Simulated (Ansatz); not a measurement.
# Lattice dynamics of BN (F-43m)

The cell of BN (F-43m) is at rest. What are its phonons? After the zone centre comes a 4×4×4 q mesh on a 12×12×12 k mesh.

Method: DFT LDA, scalar-relativistic, plane waves, PAW, in Ansatz 0.2.0.

The experiments to compare with:

“Strong Confinment of optical fields using localised surface phonon polaritons in cubic Boron Nitride” (2018, arxiv:1812.11146) reports for BN, zinc blende (cubic), by Raman scattering, 488 nm excitation (commercial high-pressure high-temperature grown grain, about 200 um): Raman mode (TO phonon at Gamma) 1056 cm⁻¹.

Report form: the programs' logs are mostly left out.

**1. Set-up**

Symmetry: F-43m, No. 216, cubic system. The conventional cell has a = 3.581 Å, b = 3.581 Å, c = 3.581 Å, α = 90.00°, β = 90.00°, γ = 90.00°. B has 4 N at 1.55 Å nearest. Nearest to N lie 4 B at 1.55 Å. Farther neighbours and most contacts between anions are not listed.

**2. Zone-centre response**

The cell comes from relaxations at this level that are not shown. The zone centre comes first: it holds the modes that light can see, as far as symmetry allows. The response to a homogeneous field gives the Born charges and the dielectric tensor.

Input file input.yaml:

```yaml
crystal:
  lattice:
    - [0.0, 1.7902743999, 1.7902743999]
    - [1.7902743999, 0.0, 1.7902743999]
    - [1.7902743999, 1.7902743999, 0.0]
  atoms:
    - { symbol: B, position: [0.0, 0.0, 0.0] }
    - { symbol: "N", position: [0.75, 0.75, 0.75] }
kpoints:
  mp_grid: { grid: [12, 12, 12] }
hamiltonian:
  xc: lda
scf:
  occupations: { method: fixed }
output:
  eigenvalues: true
phonons:
  method: dfpt
  dielectric: true
  rigid_motions: translations
```

On the command line:

```sh
> ansatz run input.yaml --threads 4 --pin off --max-ram 7168MiB --backend cpu --events-out ev --progress --plain --runs-dir out
```

The job ended after 3.2 s (4 threads of Arm Neoverse V2, shared host; peak memory 0.36 GiB).

Numbers from this step:

* gap on the k-mesh: 4.392 eV
* volume per atom: 5.738 Å³
* sum-rule residual before enforcement: 5.50e-5 eV/Å²
* miss of the charge sum rule: 1.68e-6 e
* point group: -43m
* highest optical mode at the zone centre (no LO-TO term): 1068 cm⁻¹
* lowest optical zone-centre mode: 1068 cm⁻¹
* mean high-frequency dielectric constant: 4.566
* largest Born charge (third of the trace): 1.878 e
* mean static dielectric constant: 6.739
* top of the zone-centre spectrum with the field: 1298 cm⁻¹

Without the LO-TO term. Patterns of degenerate modes are one choice out of their space. The modes at Γ (shares of kinetic energy by element, %):

```
mode  frequency (cm⁻¹)  symmetry  B %  N %
   1               0.0  acoustic   44   56
   2               0.0  acoustic   44   56
   3               0.0  acoustic   44   56
   4            1068.0        T2   56   44
   5            1068.0        T2   56   44
   6            1068.0        T2   56   44
```

Displacements in mode 5 (1068.0 cm⁻¹), the largest set to 1:
```
B1   0.00  0.03  1.00
N2   0.00 -0.03 -0.77
```

Optical modes at the zone centre, without and with the macroscopic field of the longitudinal modes; each column is sorted by frequency, so a row need not hold one and the same mode. Modes with and without the field, by row:

```
rank among optical modes  no field (cm⁻¹)  q along (1, 0, 0) (cm⁻¹)
                       1             1068                      1068
                       2             1068                      1068
                       3             1068                      1298
```

Born charge (rows field, columns displacement) (e), principal values of the symmetric part by kind of site:

```
atom  atoms with these values    low  middle   high   mean
  B1                        1   1.88    1.88   1.88   1.88
  N2                        1  -1.88   -1.88  -1.88  -1.88
```

In full for N2:

```
-1.88  0.00  0.00
 0.00 -1.88  0.00
 0.00  0.00 -1.88
```

High-frequency dielectric tensor:

```
4.57 0.00 0.00
0.00 4.57 0.00
0.00 0.00 4.57
```

Static dielectric tensor (ions relaxed, fixed cell):

```
6.74 0.00 0.00
0.00 6.74 0.00
0.00 0.00 6.74
```

Transverse modes. Lines of the infrared spectrum (strongest = 100):

```
position (cm⁻¹)  label  relative intensity
           1068     T2                 100
```

Before it was imposed, the acoustic sum rule was missed by 5.5e-5 eV/Å² and the charge sum rule by 1.7e-6 e. Small misses are needed for a sound result but don't prove that mesh and cutoff are converged. The lowest optical mode is real, 1068 cm⁻¹.

**3. Response at finite wavevector**

Stability and thermal properties need the whole zone. Linear response on a 4×4×4 q mesh gives force constants as far as a supercell of that size would, and the tensors from the zone-centre run are typed in so that the long-range dipole term is interpolated apart.

input.yaml, the sections that differ from step 2:

```yaml
phonons:
  method: dfpt
  qmesh: [4, 4, 4]
  temperatures: { t_max: 1000, t_step: 50 }
  qpath:
    path:
      - [[0.0, 0.0, 0.0], [-0.5, -0.5, 0.0], [-0.375, -0.375, 0.25]]
      - [[-0.375, 0.0, 0.375], [0.0, 0.0, 0.0], [0.0, 0.0, 0.5], [-0.5, -0.25, 0.25], [-0.5, -0.5, 0.0]]
    npoints: 10
  non_analytic_term:
    high_frequency_dielectric_tensor: [[4.5656, 0.0, 0.0], [0.0, 4.5656, 0.0], [0.0, 0.0, 4.5656]]
    born_effective_charges:
      - { species: B, tensor: [[1.8781, 0.0, 0.0], [0.0, 1.8781, 0.0], [0.0, 0.0, 1.8781]] }
      - { species: "N", tensor: [[-1.8781, 0.0, 0.0], [0.0, -1.8781, 0.0], [0.0, 0.0, -1.8781]] }
    source: "zone-centre run at this cell"
# crystal, kpoints, hamiltonian, scf, output: as in step 2
```

Wall time 24 s (4 threads); peak memory 0.69 GiB; 89 s of CPU time.

Numbers from this step:

```yaml
sum_rule_residual_before_enforcement: 5.38e-5 eV/Å²
lowest_frequency_on_the_path: 0 cm⁻¹
highest_frequency_on_the_path_or_at_a_solved_wavevector: 1298 cm⁻¹
mean_frequency: 864.5 cm⁻¹
debye_temperature_second_moment: 1666 K
logarithmic_mean_frequency: 823.3 cm⁻¹
lowest_mode_on_the_q_mesh_acoustic_modes_at_gamma_apart: 354.6 cm⁻¹
zero_point_energy_per_atom: 160.8 meV
heat_capacity_at_300_k: 7.869 J/(mol atoms K)
vibrational_entropy_at_300_k: 3.292 J/(mol atoms K)
```

Frequencies (cm⁻¹) solved at each irreducible wavevector; negative means imaginary. Frequencies by wavevector, by row:

```
q in reciprocal lattice units  star  mode 1  mode 2  mode 3  mode 4  mode 5  mode 6
                        0 0 0     1       0       0       0    1068    1068    1068
                     0 0 0.25     8   354.6   354.6   638.5    1037    1037    1261
                     0 0 -0.5     4   487.5   487.5     987    1010    1010    1148
                  0 0.25 0.25     6   478.4   478.4     657    1017    1017    1273
                  0 0.25 -0.5    24   608.2   727.8   894.2   971.9    1012    1140
                 0 0.25 -0.25    12   533.4   699.5   795.5   987.1    1046    1156
                  0 -0.5 -0.5     3   704.4   704.4   931.7   931.7    1025    1167
              0.25 -0.5 -0.25     6   792.7   815.4   887.5   990.4     995    1025
```

Interpolated from a 4×4×4 q mesh, with the LO-TO term (at Γ the limit along the path; where Γ stands inside the path, tables give the limit on arrival). The phonon branches at the labelled points (cm⁻¹):

```
    point  branch 1  branch 2  branch 3  branch 4  branch 5  branch 6
        Γ         0         0         0      1068      1068      1298
  halfway       478       478       657      1017      1017      1273
        X       704       704       932       932      1025      1167
  halfway       695       758       923       935      1023      1139
        U       666       873       894       944       988      1099
jump to K       666       873       894       944       988      1099
  halfway       424       543       676      1018      1047      1226
        Γ         0         0         0      1068      1068      1298
  halfway       355       355       638      1037      1037      1261
        L       488       488       987      1010      1010      1148
  halfway       602       698       958       974      1025      1088
        W       793       815       888       990       995      1025
  halfway       741       754       917       938      1025      1110
        X       704       704       932       932      1025      1167
```

The phonon density of states has structure finer than the step of the table below, so its rows give means over 50 cm⁻¹, whole bins alone (the curve runs from 5 to 1295 cm⁻¹). Peaks (cm⁻¹: height): 905.0: 0.00968, 1025.0: 0.0310, 1095.0: 0.00755.

Tetrahedra on a 32×32×32 mesh, mean over bins of 10 cm-1. Interpolated from a 4×4×4 q mesh. The phonon density of states by wavenumber; means over each step:

wavenumber (cm⁻¹), phonon density of states (1/cm⁻¹/cell) and a bar:
```
       50     0.0000 
      100     0.0001 
      150     0.0002 
      200     0.0003 
      250     0.0006 #
      300     0.0009 #
      350     0.0013 ##
      400     0.0018 ###
      450     0.0028 ####
      500     0.0048 #######
      550     0.0054 ########
      600     0.0058 ########
      650     0.0062 #########
      700     0.0063 #########
      750     0.0048 #######
      800     0.0044 ######
      850     0.0040 ######
      900     0.0071 ##########
      950     0.0116 #################
     1000     0.0207 ##############################
     1050     0.0122 ##################
     1100     0.0055 ########
     1150     0.0050 #######
     1200     0.0040 ######
     1250     0.0034 #####
```

Phonopy on the run's constants, 21x21x21 mesh, Gaussian sigma 9.7 cm-1. Interpolated from a 4×4×4 q mesh. The partial phonon density of states by wavenumber; read off at these points; values in 1/cm⁻¹/cell:

```
wavenumber (cm⁻¹)        B        N
              0.0   8.2e-6   1.0e-5
             50.0   3.5e-7   3.5e-7
            100.0   3.0e-5   4.0e-5
            150.0   1.3e-4   1.7e-4
            200.0   1.5e-4   1.9e-4
            250.0   2.3e-4   3.0e-4
            300.0   4.0e-4   5.0e-4
            350.0   6.6e-4   8.4e-4
            400.0   7.8e-4  0.00100
            450.0  0.00107  0.00137
            500.0  0.00226  0.00292
            550.0  0.00229  0.00294
            600.0  0.00243  0.00307
            650.0  0.00267  0.00333
            700.0  0.00291  0.00354
            750.0  0.00205  0.00261
            800.0  0.00181  0.00258
            850.0  0.00160  0.00243
            900.0  0.00240  0.00583
            950.0  0.00597  0.00591
           1000.0   0.0111  0.00905
           1021.4   0.0149   0.0116
           1050.0  0.00616  0.00474
           1100.0  0.00390  0.00219
           1106.7  0.00404  0.00216
           1150.0  0.00350  0.00153
           1200.0  0.00254  0.00146
           1250.0  0.00206  0.00136
           1300.0   4.4e-4   3.3e-4
```

Second derivatives of the energy by pair, one row for each kind of neighbour of each atom listed. Each entry sums the pair over the periodic images of the supercell that the q mesh stands for, and in a polar crystal it holds the long-range dipole part too. Force constants by pair, by row:

```
atom  neighbour  distance (Å)  third of the trace (eV/Å²)  along the pair's line (eV/Å²)
  B1     itself             0                          34                              –
  B1          N          1.55                      -7.051                         -10.33
  B1          B         2.532                     -0.3845                         -3.391
  B1          N         2.969                     -0.0252                         0.6199
  B1          B         3.581                     -0.0671                        -0.4942
  B1          N         3.902                      0.0885                         0.6383
  B1          B         4.385                     -0.1075                         -0.375
  B1          N         4.651                      0.0483                         0.1876
  B1          N         4.651                       0.014                         0.1611
  N2     itself             0                       38.66                              –
  N2          B          1.55                      -7.051                         -10.33
  N2          N         2.532                     -0.8531                         -3.906
  N2          B         2.969                     -0.0252                         0.6199
  N2          N         3.581                      0.0091                        -0.2215
  N2          B         3.902                      0.0885                         0.6383
  N2          N         4.385                     -0.0407                        -0.2263
  N2          B         4.651                      0.0483                         0.1876
  N2          B         4.651                       0.014                         0.1611
```

Harmonic thermodynamic functions per atom, from the density of states. Interpolated from a 4×4×4 q mesh. Thermodynamic functions, by row:

```
T (K)  F_vib (meV/atom)  S (J/mol-atom/K)  C_V (J/mol-atom/K)
    0             160.8                 0                   0
   50             160.8             0.012               0.039
  100             160.7             0.117               0.395
  200             160.2              1.11               3.277
  300               158             3.292               7.869
  400             153.2             6.154               12.07
  500             145.2             9.208               15.24
  600             134.1              12.2               17.51
  700               120             15.03               19.12
  800               103             17.66               20.29
  900             83.43              20.1               21.16
 1000              61.4             22.37               21.81
```

Harmonic mean-square displacement, third of the trace. Interpolated from a 4×4×4 q mesh. Mean square displacements, by row:

```
T (K)  B1 U_eq (Å²)  N2 U_eq (Å²)
    0       0.00195       0.00162
  100       0.00197       0.00164
  300       0.00224        0.0019
  600        0.0031       0.00271
```

Symmetry leaves 8 wavevectors to solve. The lowest mode among them, the acoustic zeros apart, lies at q = (0, 0, 0.25) and is real, 355 cm⁻¹.

**4. The same by displaced supercells**

Finite displacements in a 2×2×2 supercell give force constants from forces alone. They are exact at the wavevectors that the supercell holds, where they check the linear-response result.

input.yaml: that of step 3 with these lines changed.

```diff
@@ -17,4 +17,4 @@
 phonons:
-  method: dfpt
-  qmesh: [4, 4, 4]
+  method: fd
+  supercell: [2, 2, 2]
   temperatures: { t_max: 1000, t_step: 50 }
```

The job ended after 9.9 s (4 threads; peak memory 0.45 GiB).

This step gave:

```
atoms in the supercell               : 16
sum-rule residual before enforcement : 7.62e-5 eV/Å²
```

Interpolated from a 2×2×2 supercell, rough between the solved points, with the LO-TO term (at Γ the limit along the path; where Γ stands inside the path, tables give the limit on arrival). The phonon branches at the labelled points (cm⁻¹):

```
    point  branch 1  branch 2  branch 3  branch 4  branch 5  branch 6
        Γ         0         0         0      1068      1068      1298
  halfway       453       453       656      1021      1021      1271
        X       704       704       932       932      1025      1167
  halfway       690       753       933       938      1013      1146
        U       649       853       918       957       990      1103
jump to K       649       853       918       957       990      1103
  halfway       387       523       684      1034      1043      1229
        Γ         0         0         0      1068      1068      1298
  halfway       334       334       633      1043      1043      1260
        L       488       488       987      1010      1010      1148
  halfway       580       692       965       985      1042      1080
        W       768       776       921       984      1011      1047
  halfway       733       740       931       952      1004      1126
        X       704       704       932       932      1025      1167
```

The phonon density of states has structure finer than the step of the table below, so its rows give means over 25 cm⁻¹, whole bins alone (the curve runs from 5 to 1295 cm⁻¹). Peaks (cm⁻¹: height): 925.0: 0.0117, 975.0: 0.0186, 1035.0: 0.0297.

Tetrahedra on a 30×30×30 mesh, mean over bins of 10 cm-1. Interpolated from a 2×2×2 supercell, rough between the solved points. Table of phonon density of states by wavenumber; means over each step:

wavenumber (cm⁻¹), phonon density of states (1/cm⁻¹/cell) and a bar:
```
       25     0.0000 
       50     0.0000 
       75     0.0001 
      100     0.0001 
      125     0.0002 
      150     0.0002 
      175     0.0003 
      200     0.0004 #
      225     0.0006 #
      250     0.0007 #
      275     0.0009 #
      300     0.0011 #
      325     0.0013 ##
      350     0.0015 ##
      375     0.0018 ##
      400     0.0022 ###
      425     0.0026 ###
      450     0.0032 ####
      475     0.0042 #####
      500     0.0053 ######
      525     0.0055 #######
      550     0.0056 #######
      575     0.0057 #######
      600     0.0058 #######
      625     0.0058 #######
      650     0.0058 #######
      675     0.0058 #######
      700     0.0056 #######
      725     0.0046 #####
      750     0.0041 #####
      775     0.0042 #####
      800     0.0043 #####
      825     0.0035 ####
      850     0.0029 ####
      875     0.0031 ####
      900     0.0048 ######
      925     0.0101 ############
      950     0.0090 ###########
      975     0.0157 ###################
     1000     0.0204 ########################
     1025     0.0251 ##############################
     1050     0.0159 ###################
     1075     0.0054 ######
     1100     0.0049 ######
     1125     0.0051 ######
     1150     0.0052 ######
     1175     0.0045 #####
     1200     0.0040 #####
     1225     0.0037 ####
     1250     0.0034 ####
     1275     0.0029 ###
```

At Γ the two methods differ by at most 0.0 cm⁻¹.

**5. Outcome**

| Quantity | Value |
| --- | --- |
| space group (within 0.01 Å) | F-43m |
| volume per atom | 5.74 Å³ |
| gap on the k-mesh | 4.39 eV |
| highest optical mode at the zone centre (no LO-TO term) | 1068 cm⁻¹ |
| top of the zone-centre spectrum with the field | 1298 cm⁻¹ |
| lowest optical zone-centre mode | 1068 cm⁻¹ |
| mean high-frequency dielectric constant | 4.57 |
| mean static dielectric constant | 6.74 |
| largest Born charge (third of the trace) | 1.88 e |
| lowest mode on the q mesh (acoustic modes at Γ apart) | 355 cm⁻¹ |
| highest frequency on the path or at a solved wavevector | 1298 cm⁻¹ |
| zero-point energy per atom | 161 meV |
| heat capacity at 300 K | 7.87 J/(mol atoms K) |
| vibrational entropy at 300 K | 3.29 J/(mol atoms K) |
| Debye temperature (second moment) | 1666 K |
| imaginary modes on the 4×4×4 q mesh | none |

The structure is a minimum as far as tested: no mode is imaginary at the 8 irreducible wavevectors of the 4×4×4 mesh, and the softest away from the acoustic zeros lies at 355 cm⁻¹. Without the field, the optical modes at Γ form one degenerate level at 1068 cm⁻¹. With the macroscopic field of the longitudinal modes the top of the zone-centre spectrum lies at 1298 cm⁻¹, against 1068 cm⁻¹ without it. Lattice motion raises the mean dielectric constant from 4.566 to 6.739. The strongest infrared line is at 1068 cm⁻¹. Finite displacements and linear response differ by 0.0 cm⁻¹ in the highest zone-centre mode. The program warns that the interpolation holds no quadrupole term, so branches close to Γ can be off in this crystal. These are harmonic frequencies at zero temperature: anharmonic shifts, linewidths and thermal expansion are left out.

Comparison with the measured values:

```
                             quantity  measured       LDA, PAW
Raman mode, TO phonon at Gamma (cm⁻¹)      1056  1068 (+1.1 %)
```

Measured values from arxiv:1812.11146 (2018).

**Verdict.** The Raman mode is off by +1.1 %: good agreement. The grades are ours: good and fair within 3 and 7 % for the Raman mode. Zero-point motion and thermal motion are not in the computed Raman mode.

[Logs are printed without paths, hosts, clocks, repeated set-up lines and the standing remarks that a program may print on its own settings, such as how far it seeks lower states.]

[Hosts, paths, dates, database ids (printed as entryN), source tags and the programs' standing remarks are cut or masked in the printed files.]
